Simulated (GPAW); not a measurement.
**Screening of a field by 1T-PbBrI monolayer**

Wanted: the out-of-plane polarisability of 1T-PbBrI monolayer.

Program: GPAW 26.7.0. Level of theory: GPAW, PAW setups; layer in a repeated cell with vacuum, relaxation of atoms and in-plane cell, in the first sound run; inputs show where later runs differ. Results are calculated unless marked as measured.

Report form: the programs' logs are mostly left out.

## 1. Starting point

The cell holds 3 atoms: 1 I, 1 Pb and 1 Br. Cell: a = 4.142 Å, b = 4.142 Å, c = 16.488 Å, α = 90.0°, β = 90.0°, γ = 120.0°. Vacuum lies along c.

## 2. Relaxation

Forces are removed first; all later runs use this geometry.

The input, run.py:

```python
import json
import numpy as np
from ase import Atoms
from ase.filters import FrechetCellFilter
from ase.optimize import BFGS
from gpaw import GPAW, PW

slab = Atoms(
    ['I', 'Pb', 'Br'],
    positions=[
        [2.07121, 1.19581, 7.00000],
        [0.00000, 0.00000, 8.45028],
        [-0.00000, 2.39163, 9.48786]],
    cell=[[4.14242, 0.0, 0.0], [-2.07121, 3.58744, 0.0], [0.0, 0.0, 16.4879]],
    pbc=[True, True, True])

slab.calc = GPAW(mode=PW(600), xc='PBE', kpts={'size': (9, 9, 1), 'gamma': True},
                 occupations={'name': 'fermi-dirac', 'width': 0.05}, nbands='200%',
                 convergence={'density': 1e-05}, maxiter=200,
                 symmetry={'tolerance': 1e-3}, txt='slab.txt')
result = {}
# The in-plane cell is free; stress needs a cell that repeats along all three vectors
path = []
opt = BFGS(FrechetCellFilter(slab, mask=[1, 1, 0, 0, 0, 1]), maxstep=0.2)
opt.attach(lambda: path.append((slab.get_potential_energy(), slab.positions.tolist(), slab.get_forces().tolist())))
result['relaxed'] = bool(opt.run(fmax=0.02, steps=45))
result['path'] = path
result['cell'] = slab.cell.tolist()
print('in-plane lattice', slab.cell.cellpar().round(4)[[0, 1, 5]])
energy = slab.get_potential_energy()
fermi = slab.calc.get_fermi_level()
v = slab.calc.get_electrostatic_potential().mean((0, 1)) - fermi
n = slab.calc.get_pseudo_density().mean((0, 1))
L = slab.cell[2, 2]
z = np.arange(len(v)) * L / len(v)
low, high = slab.positions[:, 2].min(), slab.positions[:, 2].max()
below, above = np.interp([low - 4.8, high + 4.8], z, v)
slopes = [np.interp(x, z, np.gradient(v, z)) for x in (low - 4.8, high + 4.8)]
eps = np.array([[slab.calc.get_eigenvalues(k, s) for k in range(len(slab.calc.get_ibz_k_points()))]
                for s in range(slab.calc.get_number_of_spins())]) - fermi
top, bottom = eps[eps < 0].max(), eps[eps > 0].min()
dipole = slab.get_dipole_moment()[2]
print(f'energy {energy:.4f} eV, Fermi level {fermi:.4f} eV, dipole {dipole:.5f} e A')
print(f'potential 4.8 A off the faces, from the Fermi level: lower {below:.4f} eV, upper {above:.4f} eV')
print(f'slope of the potential there: lower {slopes[0]:.5f}, upper {slopes[1]:.5f} eV/A')
print(f'nearest levels on the mesh: {top:.4f} and {bottom:.4f} eV')
print('magnetic moment', round(slab.get_magnetic_moment(), 3))
result.update(energy=energy, fermi=fermi, dipole=dipole, below=below, above=above, slopes=slopes, edges=[top, bottom],
              z=z.tolist(), v=v.tolist(), n=n.tolist(), positions=slab.positions.tolist(),
              forces=slab.get_forces(apply_constraint=False).tolist(), moments=slab.get_magnetic_moments().tolist())
json.dump(result, open('result.json', 'w'))
```

The run is started by

```bash
OMP_NUM_THREADS=1 OPENBLAS_NUM_THREADS=1 python run.py
```

Elapsed: 18 min, on 1 thread of Arm Neoverse V1, shared host; peak memory 0.49 GiB.

This step gave:

```
dipole along the normal                    : -0.03245 e·Å
levels nearest the Fermi level on the mesh : -1.558, 1.133 eV from the Fermi level
```

Electrostatic potential energy of an electron (without an applied field's), less the Fermi level, planar mean against z:

```csv
z (Å),"electrostatic potential energy of an electron (without an applied field's), less the Fermi level, planar mean (eV)"
0,5.19
1,5.17
2,5.15
3,5.13
4,5.09
5,4.57
6,-3.49
7,-4.70
8,-6.46
9,-4.18
10,-7.36
11,3.83
12,5.22
13,5.26
14,5.24
15,5.22
16,5.20
```

Pseudo valence density, planar mean against z:

z (Å), pseudo valence density, planar mean (e/Å³) and a bar from the least value:
```
     0.00      0.000 
     0.52      0.000 
     0.86      0.000 
     1.37      0.000 
     1.72      0.000 
     2.23      0.000 
     2.58      0.000 
     3.09      0.000 
     3.61      0.000 
     3.95      0.001 
     4.47      0.005 
     4.81      0.015 #
     5.32      0.063 ###
     5.67      0.143 ######
     6.18      0.188 ########
     6.70      0.157 #######
     7.04      0.242 ##########
     7.56      0.209 #########
     7.90      0.315 #############
     8.42      0.713 ##############################
     8.76      0.474 ####################
     9.27      0.265 ###########
     9.62      0.267 ###########
    10.13      0.221 #########
    10.65      0.175 #######
    10.99      0.078 ###
    11.51      0.016 #
    11.85      0.006 
    12.37      0.001 
    12.71      0.000 
    13.22      0.000 
    13.74      0.000 
    14.08      0.000 
    14.60      0.000 
    14.94      0.000 
    15.46      0.000 
    15.80      0.000 
    16.32      0.000
```

The relaxation lowered the energy of the cell by 3.55 eV (energies extrapolated to zero smearing; the optimiser's log prints free energies). The largest force left on a free atom is 0.0085 eV/Å.

## 3. Plane waves, PBE

With the geometry fixed, the planar mean of the potential gives the vacuum level on each side.

This step: GPAW, PAW setups; slab in vacuum (GPAW 26.7.0).

The cell differs from the one that the last finished run ended in (c 16.488 → 17.520 Å).

Changes to run.py since step 2:

```diff
@@ -3,4 +3,2 @@
 from ase import Atoms
-from ase.filters import FrechetCellFilter
-from ase.optimize import BFGS
 from gpaw import GPAW, PW
@@ -10,21 +8,14 @@
     positions=[
-        [2.07121, 1.19581, 7.00000],
-        [0.00000, 0.00000, 8.45028],
-        [-0.00000, 2.39163, 9.48786]],
-    cell=[[4.14242, 0.0, 0.0], [-2.07121, 3.58744, 0.0], [0.0, 0.0, 16.4879]],
-    pbc=[True, True, True])
+        [2.28556, 1.31957, 7.00000],
+        [-0.00000, 0.00000, 8.92237],
+        [-0.00000, 2.63914, 10.51957]],
+    cell=[[4.57112, -0.0, 0.0], [-2.28556, 3.95871, 0.0], [0.0, 0.0, 17.5196]],
+    pbc=[True, True, False])
 
-slab.calc = GPAW(mode=PW(600), xc='PBE', kpts={'size': (9, 9, 1), 'gamma': True},
+slab.calc = GPAW(mode=PW(400), xc='PBE', kpts={'size': (9, 9, 1), 'gamma': True},
                  occupations={'name': 'fermi-dirac', 'width': 0.05}, nbands='200%',
                  convergence={'density': 1e-05}, maxiter=200,
+                 poissonsolver={'dipolelayer': 'xy'},
                  symmetry={'tolerance': 1e-3}, txt='slab.txt')
 result = {}
-# The in-plane cell is free; stress needs a cell that repeats along all three vectors
-path = []
-opt = BFGS(FrechetCellFilter(slab, mask=[1, 1, 0, 0, 0, 1]), maxstep=0.2)
-opt.attach(lambda: path.append((slab.get_potential_energy(), slab.positions.tolist(), slab.get_forces().tolist())))
-result['relaxed'] = bool(opt.run(fmax=0.02, steps=45))
-result['path'] = path
-result['cell'] = slab.cell.tolist()
-print('in-plane lattice', slab.cell.cellpar().round(4)[[0, 1, 5]])
 energy = slab.get_potential_energy()
```

Wall time 41 s (1 thread); peak memory 0.25 GiB.

Numbers from this step:

* dipole along the normal: -0.02231 e·Å
* levels nearest the Fermi level on the mesh: -1.706, 0.9866 eV from the Fermi level
* upper work function: 5.162 eV
* lower work function: 4.937 eV
* upper ionisation energy: 6.868 eV

The electrostatic potential energy of an electron (without an applied field's), less the Fermi level, planar mean by z:

```csv
z (Å),"electrostatic potential energy of an electron (without an applied field's), less the Fermi level, planar mean (eV)"
0,5.05
1,4.94
2,4.94
3,4.94
4,4.93
5,4.82
6,2.64
7,-11.3
8,-1.22
9,-11.4
10,-3.16
11,-1.17
12,4.86
13,5.15
14,5.16
15,5.16
16,5.16
17,5.16
```

Pseudo valence density, planar mean against z:

```
z (Å)  pseudo valence density, planar mean (e/Å³)
    3                                      1.5e-5
    4                                      3.1e-4
    5                                     0.00594
    6                                      0.0996
    7                                       0.120
    8                                       0.206
    9                                       0.666
   10                                       0.266
   11                                       0.209
   12                                      0.0177
   13                                      7.3e-4
   14                                      3.3e-5
```

The layer is gapped, so the Fermi level lies somewhere inside the gap, set by smearing and numerics, and these work functions are no property of the material; the band edges below the vacuum level are. The potential is flat to 9.7e-5 eV/Å where it is read, so the vacuum is wide enough.

## 4. In a field

A uniform field along the normal polarises the slab; the atoms stay fixed, so this is the electronic response alone.

Changes to run.py since step 3:

```diff
@@ -4,2 +4,3 @@
 from gpaw import GPAW, PW
+from gpaw.external import ConstantElectricField
 
@@ -18,2 +19,3 @@
                  poissonsolver={'dipolelayer': 'xy'},
+                 external=ConstantElectricField(-0.2, [0, 0, 1]),
                  symmetry={'tolerance': 1e-3}, txt='slab.txt')
```

It took 2.1 min on 1 thread; peak memory 0.37 GiB.

Numbers from this step:

```yaml
dipole_along_the_normal: -0.1249 e·Å
levels_nearest_the_fermi_level_on_the_mesh: -1.605, 1.074 eV from the Fermi level
potential_below_the_slab_the_applied_field_s_own_ramp_left_out: 4.489 eV from the Fermi level
potential_above_the_slab_the_applied_field_s_own_ramp_left_out: 5.738 eV from the Fermi level
```

The electrostatic potential energy of an electron (without an applied field's), less the Fermi level, planar mean by z:

z (Å), electrostatic potential energy of an electron (without an applied field's), less the Fermi level, planar mean (eV) and a bar from the least value:
```
        0        5.1 #############################
        1        4.5 ############################
        2        4.5 ############################
        3        4.5 ############################
        4        4.5 ############################
        5        4.4 ############################
        6        2.3 ########################
        7      -11.5 
        8       -1.3 ##################
        9      -11.3 
       10       -2.8 ###############
       11       -0.7 ###################
       12        5.4 #############################
       13        5.7 ##############################
       14        5.7 ##############################
       15        5.7 ##############################
       16        5.7 ##############################
       17        5.7 ##############################
```

Force by atom:

```
atom  x (eV/Å)  y (eV/Å)  z (eV/Å)    size
  I1    0.0000    0.0000    0.0299  0.0299
 Pb2    0.0000    0.0000   -0.0887  0.0887
 Br3    0.0000    0.0000    0.0530  0.0530
```

The dipole is now -0.125 e Å, against -0.022 in the run without a field.

## 5. Field on

Changes to run.py since step 4:

```diff
@@ -19,3 +19,3 @@
                  poissonsolver={'dipolelayer': 'xy'},
-                 external=ConstantElectricField(-0.2, [0, 0, 1]),
+                 external=ConstantElectricField(-0.1, [0, 0, 1]),
                  symmetry={'tolerance': 1e-3}, txt='slab.txt')
```

Run time: 2.1 min. Hardware: 1 thread; peak memory 0.37 GiB.

This step gave:

```yaml
dipole_along_the_normal: -0.07371 e·Å
levels_nearest_the_fermi_level_on_the_mesh: -1.576, 1.110 eV from the Fermi level
potential_below_the_slab_the_applied_field_s_own_ramp_left_out: 4.793 eV from the Fermi level
potential_above_the_slab_the_applied_field_s_own_ramp_left_out: 5.529 eV from the Fermi level
```

Electrostatic potential energy of an electron (without an applied field's), less the Fermi level, planar mean against z:

| z (Å) | electrostatic potential energy of an electron (without an applied field's), less the Fermi level, planar mean (eV) |
| --- | --- |
| 0.0 | 5.16 |
| 0.5 | 4.79 |
| 1.0 | 4.79 |
| 1.5 | 4.79 |
| 2.0 | 4.79 |
| 2.5 | 4.79 |
| 3.0 | 4.79 |
| 3.5 | 4.79 |
| 4.0 | 4.79 |
| 4.5 | 4.77 |
| 5.0 | 4.68 |
| 5.5 | 4.28 |
| 6.0 | 2.53 |
| 6.5 | -3.69 |
| 7.0 | -11.3 |
| 7.5 | -4.87 |
| 8.0 | -1.16 |
| 8.5 | -6.50 |
| 9.0 | -11.3 |
| 9.5 | -4.15 |
| 10.0 | -2.92 |
| 10.5 | -7.25 |
| 11.0 | -0.858 |
| 11.5 | 4.02 |
| 12.0 | 5.21 |
| 12.5 | 5.46 |
| 13.0 | 5.51 |
| 13.5 | 5.53 |
| 14.0 | 5.53 |
| 14.5 | 5.53 |
| 15.0 | 5.53 |
| 15.5 | 5.53 |
| 16.0 | 5.53 |
| 16.5 | 5.53 |
| 17.0 | 5.53 |

The dipole is now -0.0737 e Å, against -0.022 in the run without a field.

## 6. Field on

Changes to run.py since step 5:

```diff
@@ -19,3 +19,3 @@
                  poissonsolver={'dipolelayer': 'xy'},
-                 external=ConstantElectricField(-0.1, [0, 0, 1]),
+                 external=ConstantElectricField(-0.05, [0, 0, 1]),
                  symmetry={'tolerance': 1e-3}, txt='slab.txt')
```

The job ended after 2.1 min (1 thread; peak memory 0.37 GiB).

Electrostatic potential energy of an electron (without an applied field's), less the Fermi level, planar mean against z:

```csv
z (Å),"electrostatic potential energy of an electron (without an applied field's), less the Fermi level, planar mean (eV)"
0,5.18
1,4.94
2,4.94
3,4.94
4,4.94
5,4.83
6,2.67
7,-11.2
8,-1.11
9,-11.3
10,-2.96
11,-0.937
12,5.11
13,5.41
14,5.42
15,5.42
16,5.42
17,5.42
```

## 7. Field on

Changes to run.py since step 6:

```diff
@@ -19,3 +19,3 @@
                  poissonsolver={'dipolelayer': 'xy'},
-                 external=ConstantElectricField(-0.05, [0, 0, 1]),
+                 external=ConstantElectricField(0.05, [0, 0, 1]),
                  symmetry={'tolerance': 1e-3}, txt='slab.txt')
```

The job ended after 1.9 min (1 thread; peak memory 0.37 GiB).

Electrostatic potential energy of an electron (without an applied field's), less the Fermi level, planar mean against z:

| z (Å) | electrostatic potential energy of an electron (without an applied field's), less the Fermi level, planar mean (eV) |
| --- | --- |
| 0.0 | 5.22 |
| 0.5 | 5.24 |
| 1.0 | 5.24 |
| 1.5 | 5.24 |
| 2.0 | 5.24 |
| 2.5 | 5.24 |
| 3.0 | 5.24 |
| 3.5 | 5.24 |
| 4.0 | 5.23 |
| 4.5 | 5.21 |
| 5.0 | 5.12 |
| 5.5 | 4.71 |
| 6.0 | 2.93 |
| 6.5 | -3.35 |
| 7.0 | -11.0 |
| 7.5 | -4.66 |
| 8.0 | -1.02 |
| 8.5 | -6.43 |
| 9.0 | -11.3 |
| 9.5 | -4.21 |
| 10.0 | -3.05 |
| 10.5 | -7.44 |
| 11.0 | -1.10 |
| 11.5 | 3.74 |
| 12.0 | 4.91 |
| 12.5 | 5.14 |
| 13.0 | 5.19 |
| 13.5 | 5.20 |
| 14.0 | 5.21 |
| 14.5 | 5.21 |
| 15.0 | 5.21 |
| 15.5 | 5.21 |
| 16.0 | 5.21 |
| 16.5 | 5.21 |
| 17.0 | 5.21 |

## 8. Field on

Changes to run.py since step 7:

```diff
@@ -19,3 +19,3 @@
                  poissonsolver={'dipolelayer': 'xy'},
-                 external=ConstantElectricField(0.05, [0, 0, 1]),
+                 external=ConstantElectricField(0.1, [0, 0, 1]),
                  symmetry={'tolerance': 1e-3}, txt='slab.txt')
```

It took 1.9 min on 1 thread; peak memory 0.37 GiB.

The electrostatic potential energy of an electron (without an applied field's), less the Fermi level, planar mean by z:

| z (Å) | electrostatic potential energy of an electron (without an applied field's), less the Fermi level, planar mean (eV) |
| --- | --- |
| 0.0 | 5.24 |
| 0.5 | 5.38 |
| 1.0 | 5.38 |
| 1.5 | 5.38 |
| 2.0 | 5.38 |
| 2.5 | 5.38 |
| 3.0 | 5.38 |
| 3.5 | 5.38 |
| 4.0 | 5.38 |
| 4.5 | 5.36 |
| 5.0 | 5.26 |
| 5.5 | 4.84 |
| 6.0 | 3.06 |
| 6.5 | -3.24 |
| 7.0 | -10.9 |
| 7.5 | -4.59 |
| 8.0 | -0.978 |
| 8.5 | -6.41 |
| 9.0 | -11.3 |
| 9.5 | -4.23 |
| 10.0 | -3.09 |
| 10.5 | -7.51 |
| 11.0 | -1.19 |
| 11.5 | 3.64 |
| 12.0 | 4.80 |
| 12.5 | 5.03 |
| 13.0 | 5.08 |
| 13.5 | 5.09 |
| 14.0 | 5.10 |
| 14.5 | 5.10 |
| 15.0 | 5.10 |
| 15.5 | 5.10 |
| 16.0 | 5.10 |
| 16.5 | 5.10 |
| 17.0 | 5.10 |

The dipole is now 0.0287 e Å, against -0.022 in the run without a field.

## 9. Field on

Changes to run.py since step 8:

```diff
@@ -19,3 +19,3 @@
                  poissonsolver={'dipolelayer': 'xy'},
-                 external=ConstantElectricField(0.1, [0, 0, 1]),
+                 external=ConstantElectricField(0.2, [0, 0, 1]),
                  symmetry={'tolerance': 1e-3}, txt='slab.txt')
```

Run time: 1.9 min. Hardware: 1 thread; peak memory 0.37 GiB.

Table of electrostatic potential energy of an electron (without an applied field's), less the Fermi level, planar mean by z:

z (Å), electrostatic potential energy of an electron (without an applied field's), less the Fermi level, planar mean (eV) and a bar from the least value:
```
      0.0        5.3 #############################
      0.5        5.7 ##############################
      1.0        5.7 ##############################
      1.5        5.7 ##############################
      2.0        5.7 ##############################
      2.5        5.7 ##############################
      3.0        5.7 ##############################
      3.5        5.7 ##############################
      4.0        5.6 ##############################
      4.5        5.6 ##############################
      5.0        5.5 ##############################
      5.5        5.1 #############################
      6.0        3.3 ##########################
      6.5       -3.0 ###############
      7.0      -10.8 #
      7.5       -4.5 ############
      8.0       -0.9 ##################
      8.5       -6.4 #########
      9.0      -11.3 
      9.5       -4.3 ############
     10.0       -3.2 ##############
     10.5       -7.7 ######
     11.0       -1.4 ##################
     11.5        3.4 ##########################
     12.0        4.6 ############################
     12.5        4.8 ############################
     13.0        4.8 #############################
     13.5        4.9 #############################
     14.0        4.9 #############################
     14.5        4.9 #############################
     15.0        4.9 #############################
     15.5        4.9 #############################
     16.0        4.9 #############################
     16.5        4.9 #############################
     17.0        4.9 #############################
```

The dipole is now 0.0800 e Å, against -0.022 in the run without a field.

## 10. In a field

Changes to run.py since step 9:

```diff
@@ -19,3 +19,3 @@
                  poissonsolver={'dipolelayer': 'xy'},
-                 external=ConstantElectricField(0.2, [0, 0, 1]),
+                 external=ConstantElectricField(0.3, [0, 0, 1]),
                  symmetry={'tolerance': 1e-3}, txt='slab.txt')
```

Wall time 1.9 min (1 thread); peak memory 0.37 GiB.

The dipole is now 0.131 e Å, against -0.022 in the run without a field.

## 11. The series

The members are put on one axis.

This step: induced dipole against applied field (GPAW 26.7.0).

The dipole along the normal by field:

```
field (V/Å)  dipole along the normal (e·Å)
     -0.200                         -0.125
     -0.100                        -0.0737
     -0.050                        -0.0481
      0.000                        -0.0223
      0.050                        0.00312
      0.100                         0.0287
      0.200                         0.0800
      0.300                          0.131
```

## 12. Summary of results

| Item | Value |
| --- | --- |
| work function, upper and lower face (Fermi level placed in the gap by the smearing) | 5.162 and 4.937 eV |
| ionisation energy from the upper face (highest filled level on the mesh) | 6.87 eV |
| electron affinity from the upper face (lowest empty Kohn-Sham level on the mesh) | 4.18 eV |
| dipole along the normal | -0.0223 e Å |
| induced dipole per field | 0.512 e Å per V/Å |
| out-of-plane polarisability per area, α/(ε0 A) | 5.12 Å |

What this shows: The field induces 0.512 e Å per V/Å, a polarisable thickness α/(ε0 A) of 5.12 Å beside 3.52 Å between the outermost nuclei. A perfect conductor would give the distance between its two image planes; a dielectric of thickness t gives t(1 - 1/ε). The two faces differ by 0.22 eV, the step that the slab's dipole makes (e p/(ε0 A) gives 0.22 eV), so the dipole layer is needed. The levels nearest the Fermi level on the mesh lie 2.69 eV apart, so the slab is gapped there: the smearing puts the Fermi level inside the gap, and from either face the ionisation energy is the work function plus 1.7 eV. Both are Kohn-Sham levels on the mesh, and semilocal gaps are too small, so the affinity tends to come out too large and the ionisation energy too small. The induced dipole is linear in the field over this range. The starting lattice was a guess from atomic radii; the relaxation moved it by 10 %. With elements this heavy, spin-orbit coupling can move band edges by tenths of an eV. The relaxation of atoms and cell ran in a fully periodic cell without the dipole layer, so the atoms of this polar layer felt a small spurious field. The layer's cell and atoms come from the relaxation; spin-orbit coupling and temperature are left out.

[Logs are printed without paths, hosts, clocks, repeated set-up lines and the standing remarks that a program may print on its own settings, such as how far it seeks lower states.]

[Hosts, paths, dates, database ids (printed as entryN), source tags and the programs' standing remarks are cut or masked in the printed files.]
